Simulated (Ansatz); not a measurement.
# Formation energy and levels of the self-interstitial Li_i (6-fold void) in LiLaSO (P4/nmm)

Charge states of Li_i (6-fold void) in LiLaSO (P4/nmm), set against the band edges. Model: a cell of 64 host atoms with 1 Li put in.

Method: place-levels on PBEsol runs: charge-transition levels and formation energies with image-charge correction and potential alignment at the atomic sites, in Ansatz 0.2.0.

### 1. The starting structure

The cell holds 65 atoms: 17 Li, 16 La, 16 S and 16 O. Its edges and angles: a = 11.242 Å, b = 11.242 Å, c = 8.634 Å, α = 90.0°, β = 90.0°, γ = 90.0°. It derives from LiLaSO (space group P4/nmm). Nearest the centre at fractional (0.625, 0.375, 0.394): Li65 at 0.00 Å, La39 at 2.16 Å, Li36 at 2.19 Å, Li51 at 2.19 Å, Li50 at 2.19 Å, Li33 at 2.19 Å, S41 at 2.32 Å, S44 at 2.85 Å.

Coordinates:

```xyz
65
Lattice="7.9492 7.9492 0.0000 -7.9492 7.9492 0.0000 0.0000 0.0000 8.6338" Properties=species:S:1:pos:R:3 pbc="T T T"
Li   -1.9873    1.9873    4.3169
Li    1.9873    1.9873    4.3169
Li    0.0000    0.0000    4.3169
Li    0.0000    3.9746    4.3169
La    0.0000    1.9873    7.3905
La    0.0000    5.9619    7.3905
La   -1.9873    3.9746    1.2434
La    1.9873    3.9746    1.2434
S    -1.9873    3.9746    5.7232
S     1.9873    3.9746    5.7232
S     0.0000    1.9873    2.9106
S     0.0000    5.9619    2.9106
O     0.0000    0.0000    0.0000
O     0.0000    3.9746    0.0000
O    -1.9873    1.9873    0.0000
O     1.9873    1.9873    0.0000
Li   -5.9619    5.9619    4.3169
Li   -1.9873    5.9619    4.3169
Li   -3.9746    3.9746    4.3169
Li   -3.9746    7.9492    4.3169
La   -3.9746    5.9619    7.3905
La   -3.9746    9.9365    7.3905
La   -5.9619    7.9492    1.2434
La   -1.9873    7.9492    1.2434
S    -5.9619    7.9492    5.7232
S    -1.9873    7.9492    5.7232
S    -3.9746    5.9619    2.9106
S    -3.9746    9.9365    2.9106
O    -3.9746    3.9746    0.0000
O    -3.9746    7.9492    0.0000
O    -5.9619    5.9619    0.0000
O    -1.9873    5.9619    0.0000
Li    1.9873    5.9619    4.3169
Li    5.9619    5.9619    4.3169
Li    3.9746    3.9746    4.3169
Li    3.9746    7.9492    4.3169
La    3.9746    5.9619    7.3905
La    3.9746    9.9365    7.3905
La    1.9873    7.9492    1.2434
La    5.9619    7.9492    1.2434
S     1.9873    7.9492    5.7232
S     5.9619    7.9492    5.7232
S     3.9746    5.9619    2.9106
S     3.9746    9.9365    2.9106
O     3.9746    3.9746    0.0000
O     3.9746    7.9492    0.0000
O     1.9873    5.9619    0.0000
O     5.9619    5.9619    0.0000
Li   -1.9873    9.9365    4.3169
Li    1.9873    9.9365    4.3169
Li    0.0000    7.9492    4.3169
Li    0.0000   11.9238    4.3169
La    0.0000    9.9365    7.3905
La    0.0000   13.9111    7.3905
La   -1.9873   11.9238    1.2434
La    1.9873   11.9238    1.2434
S    -1.9873   11.9238    5.7232
S     1.9873   11.9238    5.7232
S     0.0000    9.9365    2.9106
S     0.0000   13.9111    2.9106
O     0.0000    7.9492    0.0000
O     0.0000   11.9238    0.0000
O    -1.9873    9.9365    0.0000
O     1.9873    9.9365    0.0000
Li    1.9873    7.9492    3.4037
```

Screening for the image-charge correction: ε∞ = (5.41, 5.41, 5.12), ε0 = (20.61, 20.61, 13.45), from a response run on this crystal (DFPT, PBEsol) at that run's own cell.

The cell's shortest repeat is 8.6 Å.

### 2. The runs of each charge state

A transition level is the Fermi level at which two charge states cost the same, so each charge needs its own total energy, at its own relaxed structure.

Each atom starts 0.05 Å or so off its site in a random direction: a symmetric start keeps its symmetry, and would miss off-centre moves and Jahn–Teller distortions. Forces are taken at one point at (¼, ¼, ¼). The cell holds 1 electron more than the neutral one, with a uniform background that keeps it neutral on the whole.

The sampling was tested on the host first: at the k-points planned (1x1x1 shifted 0.25 0.25 0.25) its energy lies 0.000 eV an atom from the dense-mesh value, under the bound of 0.02 eV set for this test; that bounds the host's error, not the defect's.

One state's input; the others differ in charge, spin, start and seed, and in occupations where the table says so.

Contents of qm1.relax/input.yaml:

```yaml
crystal:
  lattice:
    - [3.9745914, 3.9745914, 0.0]
    - [-3.9745914, 3.9745914, 0.0]
    - [0.0, 0.0, 8.63382131]
  atoms:
    - { symbol: Li, position: [0.0, 0.5, 0.5] }
    - { symbol: Li, position: [0.5, 0.0, 0.5] }
    - { symbol: Li, position: [0.0, 0.0, 0.5] }
    - { symbol: Li, position: [0.5, 0.5, 0.5] }
    - { symbol: La, position: [0.25, 0.25, 0.85598973] }
    - { symbol: La, position: [0.75, 0.75, 0.85598973] }
    - { symbol: La, position: [0.25, 0.75, 0.14401027] }
    - { symbol: La, position: [0.75, 0.25, 0.14401027] }
    - { symbol: S, position: [0.25, 0.75, 0.66288714] }
    - { symbol: S, position: [0.75, 0.25, 0.66288714] }
    - { symbol: S, position: [0.25, 0.25, 0.33711286] }
    - { symbol: S, position: [0.75, 0.75, 0.33711286] }
    - { symbol: O, position: [0.0, 0.0, 0.0] }
    - { symbol: O, position: [0.5, 0.5, 0.0] }
    - { symbol: O, position: [0.0, 0.5, 0.0] }
    - { symbol: O, position: [0.5, 0.0, 0.0] }
  supercell: [2, 2, 1]
  defects:
    - { interstitial: { symbol: Li, position: [0.625, 0.375, 0.394227] } }
total_charge: -1
basis:
  ecutwfc: 420
  xc_grid: 2
hamiltonian:
  xc: pbesol
kpoints:
  mp_grid: { grid: [1, 1, 1], shift: [0.25, 0.25, 0.25] }
scf:
  occupations: { method: fixed }
  max_iter: 100
output:
  forces: true
  charged_corrections:
    epsilon: [5.41, 5.41, 5.12]
    static_epsilon: [20.61, 20.61, 13.45]
relax:
  f_tol: 0.02
  max_steps: 80
  random_displacement: { amplitude: 0.05, seed: 1158 }
checkpoint:
  write: "../qm1.relax.run"
  compress: false
  write_wavefunctions: true
  write_every: 100000
```

Started as:

```sh
> ansatz run input.yaml --threads 4 --pin off --max-ram 7536MiB --backend cpu --events-out ev --progress --plain --runs-dir out
```

The relaxed structure is kept and the sampling changed to a 2×2×2 shifted mesh.

The run of this state that the levels use, under PBEsol:

Contents of qm1.point/input.yaml:

```yaml
crystal:
  checkpoint: "../qm1.relax.run"
  host: checkpoint
total_charge: -1
basis:
  ecutwfc: 420
  xc_grid: 2
hamiltonian:
  xc: pbesol
kpoints:
  mp_grid: { grid: [2, 2, 2], shift: [0.5, 0.5, 0.5] }
scf:
  occupations: { method: fermi_dirac, width: 0.01 }
  max_iter: 100
output:
  forces: true
  eigenvalues: true
  charged_corrections:
    epsilon: [5.41, 5.41, 5.12]
    static_epsilon: [20.61, 20.61, 13.45]
    defect_position: [0.625, 0.375, 0.394227]
  eigenstates: { localisation: true }
  populations: true
  band_densities: [{ bands: [v1, v1] }, { bands: [c1, c1] }]
  write_density: true
  write_potential: true
  volumetric_format: npy
checkpoint:
  read: "../qm1.relax.run"
  write: "../qm1.point.run"
  compress: false
  write_wavefunctions: false
  write_every: 100000
```

Relaxations under PBEsol at one point at (¼, ¼, ¼); times on 4 threads of Arm Neoverse V1, shared host:

| charge | moment (μB) | occupations | outcome | steps | largest displacement against the far atoms (Å) | time |
| --- | --- | --- | --- | --- | --- | --- |
| −1 | 0 | fixed | converged | 14 | 1.12 | 3.6 min |
| 0 | 1 | fixed | converged | 7 | 0.29 | 3.8 min |
| +1 | 0 | fixed | converged | 8 | 0.29 | 2 min |
| −1 | 2 | fixed | converged | 19 | 1.11 | 11 min |

Single points under PBEsol at a 2×2×2 shifted mesh; times on 4 threads of Arm Neoverse V1, shared host:

| charge | moment (μB) | occupations | outcome | time |
| --- | --- | --- | --- | --- |
| −1 | 0 | fermi-dirac | converged | 2.3 min |
| 0 | 1 | fermi-dirac | converged | 4.7 min |
| +1 | 0 | fermi-dirac | converged | 1.9 min |
| −1 | 2 | fermi-dirac | converged | 4.5 min |

Distances (Å) from Li65 to the nearest atoms after relaxation with PBEsol:

| charge | moment (μB) | 1. | 2. | 3. | 4. | 5. | 6. |
| --- | --- | --- | --- | --- | --- | --- | --- |
| −1 | 0 | Li 2.05 | S 2.18 | S 2.34 | S 2.35 | Li 2.36 | Li 2.36 |
| −1 | 2 | Li 2.07 | S 2.20 | Li 2.35 | Li 2.35 | S 2.38 | S 2.38 |
| 0 | 1 | S 2.22 | Li 2.29 | Li 2.35 | Li 2.35 | Li 2.41 | La 2.60 |
| +1 | 0 | S 2.23 | Li 2.33 | Li 2.33 | Li 2.35 | Li 2.35 | La 2.60 |

### 3. Levels against the band edges, PBEsol

A charged cell interacts with its images and the background, and its potential has another zero than the host's. place-levels removes the first by a point-charge model, screened by the static dielectric constant since the ions have relaxed around the charge, and the second by comparing potentials at atoms far from the defect.

The host is a run of the defect-free crystal in the same cutoffs, grids and k-points, so that basis and sampling errors cancel in part in the differences. Its band edges come from a run of the primitive cell that searches the zone for them. The host is run in a cell of 16 atoms on a matching mesh. Chemical potentials are energies per atom of Li (bcc), run with the same functional and cutoff.

Contents of levels.point.yaml:

```yaml
host:
  run: host.point.run
  levels_from: { run: edges.point.run }
states: [qm1.point.run, q0_M1.point.run, qp1.point.run, qm1_M2.point.run]
geometry_from:
  qm1.point.run: qm1.relax.run
  q0_M1.point.run: q0_M1.relax.run
  qp1.point.run: qp1.relax.run
  qm1_M2.point.run: qm1_M2.relax.run
  host.point.run: host.relax.run
chemical_potentials:
  Li:
    energy: -202.99658
    dataset: "<sha256 of the dataset>"
epsilon: [5.41, 5.41, 5.12]
static_epsilon: [20.61, 20.61, 13.45]
vertical:
  - { from: qm1.point.run, to: qm1.point_neutral.run }
  - { from: qp1.point.run, to: qp1.point_neutral.run }
  - { from: qm1_M2.point.run, to: qm1_M2.point_neutral.run }
```

Started as:

```sh
> ansatz place-levels levels.point.yaml -- --threads 4 --pin off --max-ram 7536MiB
```

Numbers of over 12 decimals in the logs are rounded to 6 here.

Log:

```text
[... repeated set-up lines and file paths are left out, and long positions are rounded to six places ...]
(+1/0) 3.111 eV above the valence edge (+3.186 eV without the band-filling correction), in the conduction band
(0/-1) 3.269 eV above the valence edge (+3.354 eV without the band-filling correction), in the conduction band
formation energy of charge +1: -0.761 eV with the Fermi level at the valence edge
formation energy of charge 0: +2.350 eV with the Fermi level at the valence edge
formation energy of charge -1: +5.619 eV with the Fermi level at the valence edge
vertical -1 to 0: no energy, since no alignment is typed
  the change from vertical[0].from (qm1.point.run) to vertical[0].to (qm1.point_neutral.run): by its potential at epsilon [5.41, 5.41, 5.12] it stands at 0.501 0.497 0.457, with an rms radius of about 5.1 Å (3.3 3.3 2.0 Å across the planes of the cell's [...]
vertical +1 to 0: no energy, since no alignment is typed
  the change from vertical[1].from (qp1.point.run) to vertical[1].to (qp1.point_neutral.run): by its potential at epsilon [5.41, 5.41, 5.12] it stands at 0.118 0.868 0.476, with an rms radius of about 7.2 Å (4.8 4.8 2.2 Å across the planes of the cell's [...]
vertical -1 to 0: no energy, since no alignment is typed
  the change from vertical[2].from (qm1_M2.point.run) to vertical[2].to (qm1_M2.point_neutral.run): by its potential at epsilon [5.41, 5.41, 5.12] it stands at 0.503 0.252 0.328, with an rms radius of about 3.8 Å (2.4 2.4 1.6 Å across the planes of the cell's [...]
  edges by pbesol of host.levels_from (edges.point.run), its mesh sampled to repeats of 27.82 Å (the valence edge +0.136 eV and the conduction edge -0.265 eV from those of the host's own run), gap 3.068 eV; the host is sampled to repeats of 28.35 Å
  the defect's cells are sampled to repeats of 28.35 Å, like sampling
  charge +1: -125291.5023 eV with its correction of +0.198 eV, at epsilon [20.61, 20.61, 13.45], aligned at sites: +0.0702 eV, mean over 50 atomic sites at or beyond 4.32 Å from the defect at [0.6250, 0.3750, 0.3942], with +0.012820 for the charge's moments [...]
  charge 0: +0.019 eV for its dipole among its images, +0.000 omitted
  charge -1: -125270.0333 eV with its correction of +0.053 eV, at epsilon [20.61, 20.61, 13.45], aligned at sites: +0.1279 eV, mean over 50 atomic sites at or beyond 4.32 Å from the defect at [0.6250, 0.3750, 0.3942], with +0.023613 for the charge's moments [...]
  charge -1: states[3] (qm1_M2.point.run) stands 0.105 eV higher, with a moment of 2.00 μB against 0.00
  of states[2] (qp1.point.run): it parts from the run at its places by a charge that spreads by about 4.8 Å along one vector (1.9 Å or more is wide), by its potential at epsilon [5.41, 5.41, 5.12], taken for that of held ions (one typed too small widens it), [...]
  of states[1] (q0_M1.point.run): a band-filling correction moves a carrier to the host's band edge, which changes its energy by -0.075 eV; [...]
  of states[0] (qm1.point.run): it parts from the run at its places by a charge that spreads by about 3.3 Å along one vector (1.9 Å or more is wide), by its potential at epsilon [5.41, 5.41, 5.12], taken for that of held ions (one typed too small widens it), [...]
  of states[3] (qm1_M2.point.run): it parts from the run at its places by a charge that spreads by about 2.4 Å along one vector (1.9 Å or more is wide), by its potential at epsilon [5.41, 5.41, 5.12], taken for that of held ions (one typed too small widens [...]
  of vertical[0].from (qm1.point.run): its displacements don't fall off away from the defect: farther atoms stand 0.02 Å off the host's places. [...]
  of vertical[0].to (qm1.point_neutral.run): its displacements don't fall off away from the defect: farther atoms stand 0.02 Å off the host's places. [...]
  of vertical[1].from (qp1.point.run): its displacements don't fall off away from the defect: farther atoms stand 0.02 Å off the host's places. [...]
  of vertical[1].to (qp1.point_neutral.run): its displacements don't fall off away from the defect: farther atoms stand 0.02 Å off the host's places. [...]
  of vertical[2].from (qm1_M2.point.run): its displacements don't fall off away from the defect: farther atoms stand 0.018 Å off the host's places. [...]
  of vertical[2].to (qm1_M2.point_neutral.run): its displacements don't fall off away from the defect: farther atoms stand 0.018 Å off the host's places. [...]
```

Wall time 0.44 s (4 threads of Arm Neoverse V1, shared host).

Levels between the charges placed, in eV above the valence top:

|  | gap (eV) | (+1/0) | (0/−1) |
| --- | --- | --- | --- |
| PBEsol | 3.07 | 3.11 | 3.27 |

Corrections by state:

| charge | moment (μB) | image terms and alignment (eV) | band filling (eV) | ε used | over the lowest of its charge, as the program ranks them, band filling apart (eV) |
| --- | --- | --- | --- | --- | --- |
| +1 | 0.0 | 0.198 | - | principal values (13.45, 20.61, 20.61) | 0.000 |
| 0 | 1.0 | 0.019 | -0.075 | - | 0.000 |
| −1 | 0.0 | 0.053 | -0.160 | principal values (13.45, 20.61, 20.61) | 0.000 |
| −1 | 2.0 | 0.083 | - | principal values (13.45, 20.61, 20.61) | 0.105 |

The charged structures listed were also run neutral, and place-levels reads from each pair, by the potential or the spins, how wide the charge is by which they differ; that can be the carrier of either run.

| charge | rms radius (Å) | spread where it is widest against the cell (Å) | wide from (Å) | reading |
| --- | --- | --- | --- | --- |
| +1 | 7.2 | 4.85 | 1.95 | wide |
| −1 | 5.1 | 3.28 | 1.95 | wide |

The neutral runs of these pairs need not share the spin of the lowest neutral state, and very wide values only mean spread over the cell.

From the program's caveats on the states, each cut to its opening words:

- charge +1: it parts from the run at its places by a charge that spreads by about 4.8 Å along one vector (1.9 Å or more is wide), by its potential at epsilon [5.41, 5.41, [...]
- charge +1, −1: its displacements don't fall off away from the defect: farther atoms stand 0.02 Å off the host's places
- charge 0 (1 μB): a band-filling correction moves a carrier to the host's band edge, which changes its energy by -0.075 eV
- charge 0 (1 μB): its alignment with the host at atomic sites is doubtful: the mean over the far sites moves by -0.0647 eV from their farther parts to their nearer, more than [...]
- charge 0 (1 μB): its displacements don't fall off away from the defect: farther atoms stand 0.019 Å off the host's places
- charge −1: it parts from the run at its places by a charge that spreads by about 3.3 Å along one vector (1.9 Å or more is wide), by its potential at epsilon [5.41, 5.41, [...]
- charge −1: a band-filling correction moves a carrier to the host's band edge, which changes its energy by -0.160 eV
- charge −1: its alignment with the host at atomic sites is doubtful: the mean over the far sites moves by -0.0522 eV from their farther parts to their nearer, more than [...]
- charge −1 (2 μB): it parts from the run at its places by a charge that spreads by about 2.4 Å along one vector (1.9 Å or more is wide), by its potential at epsilon [5.41, 5.41, [...]
- charge −1 (2 μB): the far atoms show a dipole or second moment of the defect's charge, for which the correction takes or leaves out 0.07 eV: further moments aren't read, and the [...]
- charge −1 (2 μB): its displacements don't fall off away from the defect: farther atoms stand 0.018 Å off the host's places

Formation energies (eV), elemental references (Δμ(Li) = 0.00 eV):

| charge | Fermi level at the valence top | at the conduction bottom |
| --- | --- | --- |
| +1 | -0.76 | 2.31 |
| 0 | 2.35 | 2.35 |
| −1 | 5.62 | 2.55 |

### 4. Effect of the sampling

The relaxations' own energies give the levels at their sampling, for comparison.

Contents of levels.relax_mesh.yaml:

```yaml
host:
  run: host.relax.run
  levels_from: { run: edges.relax.run }
states: [qm1.relax.run, q0_M1.relax.run, qp1.relax.run, qm1_M2.relax.run]
chemical_potentials:
  Li:
    energy: -202.99658
    dataset: "<sha256 of the dataset>"
```

Started as:

```sh
> ansatz place-levels levels.relax_mesh.yaml -- --threads 4 --pin off --max-ram 7536MiB
```

Log:

```text
[...]
formation energy of charge +1: -0.762 eV with the Fermi level at the valence edge
formation energy of charge 0: +2.350 eV with the Fermi level at the valence edge
formation energy of charge -1: +5.576 eV with the Fermi level at the valence edge
  edges by pbesol of host.levels_from (edges.relax.run), its mesh sampled to repeats of 27.82 Å (the valence edge +0.136 eV and the conduction edge -0.265 eV from those of the host's own run), gap 3.068 eV; the host is sampled to repeats of 14.17 Å
[... the lines on each state left out ...]
```

It took 0.14 s on 4 threads.

Levels between neighbouring charges, in eV above the valence top:

|  | gap (eV) | (+1/0) | (0/−1) |
| --- | --- | --- | --- |
| one point at (¼, ¼, ¼) | 3.07 | 3.11 | 3.23 |
| a 2×2×2 shifted mesh | 3.07 | 3.11 | 3.27 |

Going from one point at (¼, ¼, ¼) to a 2×2×2 shifted mesh moves formation energies against the elements by up to 0.04 eV; band-filling terms, which differ between samplings, are in these energies.

### 5. Results

* gap of the host: 3.07 eV (PBEsol)
* level (plus 1/0): 3.11 eV above the valence top, past the conduction bottom (3.19 eV above the valence top without the band-filling term)
* level (0/minus 1): 3.27 eV above the valence top, past the conduction bottom (3.35 eV above the valence top without the band-filling term)
* lowest of the charges placed, just above the valence top (0.02 eV): +1
* lowest of the charges placed, just below the conduction bottom (0.02 eV): +1
* lowest formation energy at mid-gap of the charges run, elemental references: 0.77 eV

**Reading.** Of the charges placed (−1, 0 and +1), +1 is the lowest from 0.02 eV above the valence top to 0.02 eV below the conduction bottom, a gap of 3.07 eV. Charges above +1 were not placed, so these runs say nothing of levels that involve them. States placed: +1 at 0 μB; 0 at 1 μB; −1 at 0 μB and 2 μB. Other spin states or structures, where not listed, weren't placed. The program finds carriers beyond a band edge of the host and adds a band-filling term at charge −1 (-0.16 eV) and 0 (-0.08 eV); steps to such a charge show no bound level, and a defect level inside a band would be read the same way. At charge −1 the atom put in ends up to 1.1 Å from its starting place, so the name tells the start alone and the levels can join different sites. Going from one point at (¼, ¼, ¼) to a 2×2×2 shifted mesh moves formation energies against the elements by up to 0.04 eV; band-filling terms, which differ between samplings, are in these energies. The program doubts the alignment of potentials for at least one state, a sign that the cell is small. What this leaves open: the images are only 8.6 Å apart; PBEsol makes the gap too small and tends to spread out bound carriers; where a gas molecule sets a chemical potential or the host's formation energy, its binding is uncorrected; spin–orbit coupling, which can matter with heavy atoms, is left out.

[Logs are printed without paths, hosts, clocks, repeated set-up lines and the standing remarks that a program may print on its own settings, such as how far it seeks lower states.]

[Hosts, paths, dates, database ids (printed as entryN), source tags and the programs' standing remarks are cut or masked in the printed files.]

[Where a table of states has a column of steps, it counts the stored structures, which are thinned; the runs took as many ionic steps or more.]

[A defect's name tells the site on which it was built; relaxed atoms can leave that site.]

[For some hosts the program warned that the k-mesh of the response run may be too coarse for force constants and the static dielectric constant; such warnings are not shown here.]
